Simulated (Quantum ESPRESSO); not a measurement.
# RbCaBr3 (Pm-3m): modes at Γ and the response to a field

Which modes does RbCaBr3 (Pm-3m) have at the zone centre?

Program: Quantum ESPRESSO 7.5. Level of theory: DFT LDA, scalar-relativistic, plane waves, PseudoDojo norm-conserving pseudopotentials. Results are calculated unless marked as measured.

## Step 1: The starting structure

Symmetry: Pm-3m, No. 221, cubic system. Conventional cell: a = 5.737 Å, b = 5.737 Å, c = 5.737 Å, α = 90.00°, β = 90.00°, γ = 90.00°. Rb has 12 Br at 4.06 Å nearest. Ca has 6 Br at 2.87 Å nearest. Nearest to Br lie 2 Ca at 2.87 Å and 4 Rb at 4.06 Å. Farther neighbours and most contacts between anions are not listed.

## Step 2: A probe with smearing

Before anything dear is run, a loose run with smearing shows whether this is a metal and how far the cell is from rest.

Contents of probe.in:

```
&CONTROL
  calculation = 'scf'
  prefix      = 'x'
  outdir      = './tmp'
  pseudo_dir  = './pseudo'
  tprnfor     = .true.
  tstress     = .true.
  verbosity   = 'high'
/
&SYSTEM
  ibrav       = 1
  celldm(1)   = 10.84077296
  nat         = 5
  ntyp        = 3
  ecutwfc     = 79.0
  occupations = 'smearing'
  smearing    = 'gaussian'
  degauss     = 0.01
/
&ELECTRONS
  conv_thr         = 1.0d-07
  mixing_beta      = 0.7
  electron_maxstep = 100
/
ATOMIC_SPECIES
 Rb     85.4678  Rb.upf
 Ca     40.0780  Ca.upf
 Br     79.9040  Br.upf
ATOMIC_POSITIONS crystal
 Rb     0.500000000   0.500000000   0.500000000
 Ca     0.000000000   0.000000000   0.000000000
 Br     0.500000000   0.000000000   0.000000000
 Br     0.000000000   0.500000000   0.000000000
 Br     0.000000000   0.000000000   0.500000000
K_POINTS automatic
 4 4 4 0 0 0
```

On the command line:

```sh
OMP_NUM_THREADS=1 mpirun -n 4 pw.x -nk 4 -in probe.in > probe.out
```

Log:

```text
[banners, grids, parts of the stress and lines that vanish by symmetry left out]
Program PWSCF v.7.5
     bravais-lattice index     =            1
     lattice parameter (alat)  =      10.8408  a.u.
[...]
kinetic-energy cutoff     =      79.0000  Ry
     charge density cutoff     =     316.0000  Ry
     scf convergence threshold =      1.0E-07
[...]
Exchange-correlation= SLA  PW   NOGX NOGC
                           (   1   4   0   0   0   0   0)
[...]
48 Sym. Ops., with inversion, found
[...]
(     0          1          0      )
                  (     0          0          1      )
[...]
(  0.0000000  1.0000000  0.0000000 )
                  (  0.0000000  0.0000000  1.0000000 )
[...]
(     0         -1          0      )
                  (     0          0          1      )
[...]
(  0.0000000  1.0000000  0.0000000 )
[...]
number of k points=    10  Gaussian smearing, width (Ry)=  0.0100
[...]
c_bands:  1 eigenvalues not converged
[...]
End of self-consistent calculation
[...]
the Fermi energy is     3.0654 ev
!    total energy              =    -226.95874266 Ry
[...]
convergence has been achieved in   6 iterations
[...]
atom    1 type  1   force =     0.00000000    0.00000000    0.00000000
     atom    2 type  2   force =     0.00000000    0.00000000    0.00000000
     atom    3 type  3   force =     0.00000000    0.00000000    0.00000000
     atom    4 type  3   force =     0.00000000    0.00000000    0.00000000
     atom    5 type  3   force =     0.00000000    0.00000000    0.00000000
[...]
Total force =     0.000000     Total SCF correction =     0.000000
[...]
total   stress  (Ry/bohr**3)                   (kbar)     P=      -24.69
[...]
XML data file, charge density, pseudopotentials, collected wavefunctions

   JOB DONE.
```

It took 31 s on 4 MPI ranks of Intel Xeon at 2.70GHz, shared host; 2 min of CPU time.

Numbers from this step:

- volume per atom: 37.76 Å³
- pressure: -2.469 GPa
- gap on the k-mesh: 3.675 eV

A gap of 3.7 eV opens on this mesh, so the crystal is taken as an insulator; the start stands at -2.5 GPa.

## Step 3: Relaxation

The relaxation runs at a cutoff a fifth above that of the response, since stress converges more slowly with the basis than frequencies do. Forces and stress are brought to rest with tight thresholds.

Contents of relax.in:

```
&CONTROL
  calculation   = 'vc-relax'
  prefix        = 'x'
  outdir        = './tmp'
  pseudo_dir    = './pseudo'
  tprnfor       = .true.
  tstress       = .true.
  forc_conv_thr = 2.0d-05
  etot_conv_thr = 1.0d-07
  nstep         = 40
/
&SYSTEM
  ibrav       = 1
  celldm(1)   = 10.84077296
  nat         = 5
  ntyp        = 3
  ecutwfc     = 95
  occupations = 'fixed'
  nbnd        = 22
/
&ELECTRONS
  conv_thr         = 1.0d-11
  mixing_beta      = 0.7
  electron_maxstep = 100
/
&IONS
/
&CELL
  press_conv_thr = 0.2
/
ATOMIC_SPECIES
 Rb     85.4678  Rb.upf
 Ca     40.0780  Ca.upf
 Br     79.9040  Br.upf
ATOMIC_POSITIONS crystal
 Rb     0.500000000   0.500000000   0.500000000
 Ca     0.000000000   0.000000000   0.000000000
 Br     0.500000000   0.000000000   0.000000000
 Br     0.000000000   0.500000000   0.000000000
 Br     0.000000000   0.000000000   0.500000000
K_POINTS automatic
 4 4 4 0 0 0
```

On the command line:

```sh
OMP_NUM_THREADS=1 mpirun -n 4 pw.x -nk 4 -in relax.in > relax.out
```

Log:

```text
[banners, grids, parts of the stress and lines that vanish by symmetry left out]
[banner, memory and clock lines left out]
Program PWSCF v.7.5

[...]
kinetic-energy cutoff     =      95.0000  Ry
     charge density cutoff     =     380.0000  Ry
     scf convergence threshold =      1.0E-11
[...]
energy convergence thresh.=      1.0E-07
     force convergence thresh. =      2.0E-05
     press convergence thresh. =      2.0E-01
     Exchange-correlation= SLA  PW   NOGX NOGC
                           (   1   4   0   0   0   0   0)
[...]
48 Sym. Ops., with inversion, found
[...]
number of k points=    10
[...]
c_bands:  1 eigenvalues not converged
[...]
End of self-consistent calculation
[...]
highest occupied, lowest unoccupied level (ev):     1.3819    5.0569
!    total energy              =    -226.95877816 Ry
[...]
convergence has been achieved in  10 iterations
[...]
atom    1 type  1   force =     0.00000000    0.00000000    0.00000000
     atom    2 type  2   force =     0.00000000    0.00000000    0.00000000
     atom    3 type  3   force =     0.00000000    0.00000000    0.00000000
     atom    4 type  3   force =     0.00000000    0.00000000    0.00000000
     atom    5 type  3   force =     0.00000000    0.00000000    0.00000000
     Total force =     0.000000     Total SCF correction =     0.000000
[...]
total   stress  (Ry/bohr**3)                   (kbar)     P=      -24.59
[...]
number of bfgs steps    =   0
[...]
CELL_PARAMETERS (alat= 10.84077296)
[...]
ATOMIC_POSITIONS (crystal)
Rb               0.5000000000        0.5000000000        0.5000000000
Ca               0.0000000000        0.0000000000        0.0000000000
Br               0.5000000000        0.0000000000        0.0000000000
Br               0.0000000000        0.5000000000        0.0000000000
[...]
New effective cutoffs (rho, wfc):  383.12   95.78
[...]
c_bands:  1 eigenvalues not converged
[...]
End of self-consistent calculation
[...]
highest occupied, lowest unoccupied level (ev):     1.4770    5.1748
!    total energy              =    -226.96134049 Ry
[...]
convergence has been achieved in   7 iterations
[...]
atom    1 type  1   force =     0.00000000    0.00000000    0.00000000
     atom    2 type  2   force =     0.00000000    0.00000000    0.00000000
     atom    3 type  3   force =     0.00000000    0.00000000    0.00000000
     atom    4 type  3   force =     0.00000000    0.00000000    0.00000000
     atom    5 type  3   force =     0.00000000    0.00000000    0.00000000
     Total force =     0.000000     Total SCF correction =     0.000000
[...]
total   stress  (Ry/bohr**3)                   (kbar)     P=      -22.77
[...]
number of bfgs steps    =   1
[...]
WARNING: bfgs curvature condition failed, Theta= 0.872
[...]
CELL_PARAMETERS (alat= 10.84077296)
[...]
ATOMIC_POSITIONS (crystal)
[...]
New effective cutoffs (rho, wfc):  387.99   97.00
[...]
End of self-consistent calculation
[...]
highest occupied, lowest unoccupied level (ev):     1.6232    5.3553
!    total energy              =    -226.96475901 Ry
[...]
convergence has been achieved in   9 iterations
[...]
atom    1 type  1   force =     0.00000000    0.00000000    0.00000000
[...]
Total force =     0.000000     Total SCF correction =     0.000000
[...]
total   stress  (Ry/bohr**3)                   (kbar)     P=       -5.25
[...]
number of bfgs steps    =   4
[...]
CELL_PARAMETERS (alat= 10.84077296)
[...]
ATOMIC_POSITIONS (crystal)
[...]
New effective cutoffs (rho, wfc):  413.56  103.39
[...]
highest occupied, lowest unoccupied level (ev):     2.4163    6.3197
!    total energy              =    -226.97279458 Ry
[...]
convergence has been achieved in   9 iterations
[...]
Total force =     0.000000     Total SCF correction =     0.000000
[...]
total   stress  (Ry/bohr**3)                   (kbar)     P=        0.70
[...]
number of bfgs steps    =   5
[...]
CELL_PARAMETERS (alat= 10.84077296)
[...]
ATOMIC_POSITIONS (crystal)
[...]
New effective cutoffs (rho, wfc):  412.80  103.20
[...]
highest occupied, lowest unoccupied level (ev):     2.3921    6.2906
!    total energy              =    -226.97280169 Ry
[...]
convergence has been achieved in   9 iterations
[...]
Total force =     0.000000     Total SCF correction =     0.000000
[...]
total   stress  (Ry/bohr**3)                   (kbar)     P=       -0.03
[...]
number of bfgs steps    =   6
[...]
CELL_PARAMETERS (alat= 10.84077296)
[...]
ATOMIC_POSITIONS (crystal)
[...]
New effective cutoffs (rho, wfc):  412.83  103.21
[...]
End of self-consistent calculation
[...]
highest occupied, lowest unoccupied level (ev):     2.3930    6.2917
!    total energy              =    -226.97280170 Ry
[...]
convergence has been achieved in   5 iterations
[...]
atom    3 type  3   force =     0.00000000    0.00000000    0.00000000
     atom    4 type  3   force =     0.00000000    0.00000000    0.00000000
     atom    5 type  3   force =     0.00000000    0.00000000    0.00000000
     Total force =     0.000000     Total SCF correction =     0.000000
[...]
total   stress  (Ry/bohr**3)                   (kbar)     P=       -0.00
[...]
bfgs converged in   8 scf cycles and   7 bfgs steps
[...]
End of BFGS Geometry Optimization
     Final enthalpy           =    -226.9728017003 Ry
     File ./tmp/x.bfgs deleted, as requested
[...]
CELL_PARAMETERS (alat= 10.84077296)
[...]
ATOMIC_POSITIONS (crystal)
[...]
Br               0.0000000000        0.5000000000        0.0000000000
Br               0.0000000000        0.0000000000        0.5000000000
[...]
Final scf calculation at the relaxed structure.
[...]
kinetic-energy cutoff     =      95.0000  Ry
     charge density cutoff     =     380.0000  Ry
     scf convergence threshold =      1.0E-13
[...]
press convergence thresh. =      2.0E-01
     Exchange-correlation= SLA  PW   NOGX NOGC
                           (   1   4   0   0   0   0   0)
[...]
48 Sym. Ops., with inversion, found
[...]
number of k points=    10
[...]
c_bands:  1 eigenvalues not converged
     c_bands:  2 eigenvalues not converged
     c_bands:  2 eigenvalues not converged
[...]
End of self-consistent calculation
[...]
highest occupied, lowest unoccupied level (ev):     2.3930    6.2917
!    total energy              =    -226.97279129 Ry
[...]
convergence has been achieved in  10 iterations
[...]
atom    1 type  1   force =     0.00000000    0.00000000    0.00000000
     atom    2 type  2   force =     0.00000000    0.00000000    0.00000000
     atom    3 type  3   force =     0.00000000    0.00000000    0.00000000
     atom    4 type  3   force =     0.00000000    0.00000000    0.00000000
     atom    5 type  3   force =     0.00000000    0.00000000    0.00000000
     Total force =     0.000000     Total SCF correction =     0.000000
[...]
total   stress  (Ry/bohr**3)                   (kbar)     P=        0.00
[...]
XML data file, charge density, pseudopotentials, collected wavefunctions
```

Run time: 5 min. Hardware: 4 MPI ranks.

Step by step:

| step | energy less that of the first step (eV) | largest force (eV/Å) | pressure (GPa) | volume (Å³) |
| --- | --- | --- | --- | --- |
| 1 | 0.0000 | 0.0000 | -2.46 | 188.79 |
| 2 | -0.0349 | 0.0000 | -2.28 | 186.43 |
| 3 | -0.0814 | 0.0000 | -1.98 | 182.94 |
| 4 | -0.1371 | 0.0000 | -1.46 | 177.77 |
| 5 | -0.1849 | 0.0000 | -0.53 | 170.20 |
| 6 | -0.1907 | 0.0000 | 0.07 | 166.24 |
| 7 | -0.1908 | 0.0000 | 0.00 | 166.70 |
| 8 | -0.1908 | 0.0000 | 0.00 | 166.68 |
| 9 | -0.1907 | 0.0000 | 0.00 | 166.68 |

| conventional cell, symmetrised | before | after | change |
| --- | --- | --- | --- |
| a (Å) | 5.737 | 5.503 | -4.1 % |
| b (Å) | 5.737 | 5.503 | -4.1 % |
| c (Å) | 5.737 | 5.503 | -4.1 % |
| volume (Å³/atom) | 37.76 | 33.34 | -11.7 % |

Final coordinates:

```
Rb Ca Br
1.0
     5.50336    0.00000    0.00000
     0.00000    5.50336    0.00000
     0.00000    0.00000    5.50336
Rb Ca Br
1 1 3
Direct
  0.50000 0.50000 0.50000
  0.00000 0.00000 0.00000
  0.50000 0.00000 0.00000
  0.00000 0.50000 0.00000
  0.00000 0.00000 0.50000
```

The last row of the table of steps is pw.x's closing run on a basis chosen anew for the final cell, so its energy can jump.

Read from the output:

* volume per atom: 33.34 Å³
* pressure: 0 GPa
* gap on the k-mesh: 3.899 eV

The volume changes by -11.7 % from the cell with which this run began.

## Step 4: Self-consistent run for the response

The response is built on this ground state, so it is converged far tighter than an energy would need. With a gap, occupations are fixed, which also allows the response to an electric field.

Contents of scf.in:

```
&CONTROL
  calculation = 'scf'
  prefix      = 'x'
  outdir      = './tmp'
  pseudo_dir  = './pseudo'
  tprnfor     = .true.
  tstress     = .true.
/
&SYSTEM
  ibrav       = 1
  celldm(1)   = 10.39984966
  nat         = 5
  ntyp        = 3
  ecutwfc     = 79.0
  occupations = 'fixed'
  nbnd        = 22
/
&ELECTRONS
  conv_thr         = 1.0d-12
  mixing_beta      = 0.7
  electron_maxstep = 100
/
ATOMIC_SPECIES
 Rb     85.4678  Rb.upf
 Ca     40.0780  Ca.upf
 Br     79.9040  Br.upf
ATOMIC_POSITIONS crystal
 Rb     0.500000000   0.500000000   0.500000000
 Ca     0.000000000   0.000000000   0.000000000
 Br     0.500000000   0.000000000   0.000000000
 Br     0.000000000   0.500000000   0.000000000
 Br     0.000000000   0.000000000   0.500000000
K_POINTS automatic
 4 4 4 0 0 0
```

On the command line:

```sh
OMP_NUM_THREADS=1 mpirun -n 4 pw.x -nk 4 -in scf.in > scf.out
```

Log:

```text
[banners, grids, parts of the stress and lines that vanish by symmetry left out]
[banner, memory and clock lines left out]
Program PWSCF v.7.5

[...]
kinetic-energy cutoff     =      79.0000  Ry
     charge density cutoff     =     316.0000  Ry
     scf convergence threshold =      1.0E-12
[...]
Exchange-correlation= SLA  PW   NOGX NOGC
                           (   1   4   0   0   0   0   0)
[...]
48 Sym. Ops., with inversion, found
[...]
number of k points=    10
[...]
c_bands:  1 eigenvalues not converged
[...]
c_bands:  1 eigenvalues not converged
[...]
End of self-consistent calculation
[...]
highest occupied, lowest unoccupied level (ev):     2.3930    6.2917
!    total energy              =    -226.97275535 Ry
[...]
convergence has been achieved in  10 iterations
[...]
atom    1 type  1   force =     0.00000000    0.00000000    0.00000000
     atom    2 type  2   force =     0.00000000    0.00000000    0.00000000
     atom    3 type  3   force =     0.00000000    0.00000000    0.00000000
     atom    4 type  3   force =     0.00000000    0.00000000    0.00000000
     atom    5 type  3   force =     0.00000000    0.00000000    0.00000000
     Total force =     0.000000     Total SCF correction =     0.000000
[...]
total   stress  (Ry/bohr**3)                   (kbar)     P=       -0.01
[...]
XML data file, charge density, pseudopotentials, collected wavefunctions
```

Run time: 25 s. Hardware: 4 MPI ranks.

This step gave:

```
pressure : -0.001 GPa
```

The cell stands at -0.001 GPa, close enough for phonons.

(Part 1 of 3 ends here.)

[Host names and launcher messages were left out of these logs when they were recorded.]

[Logs are printed without paths, hosts, clocks, repeated set-up lines and the standing remarks that a program may print on its own settings, such as how far it seeks lower states.]

[Hosts, paths, dates, database ids (printed as entryN), source tags and the programs' standing remarks are cut or masked in the printed files.]
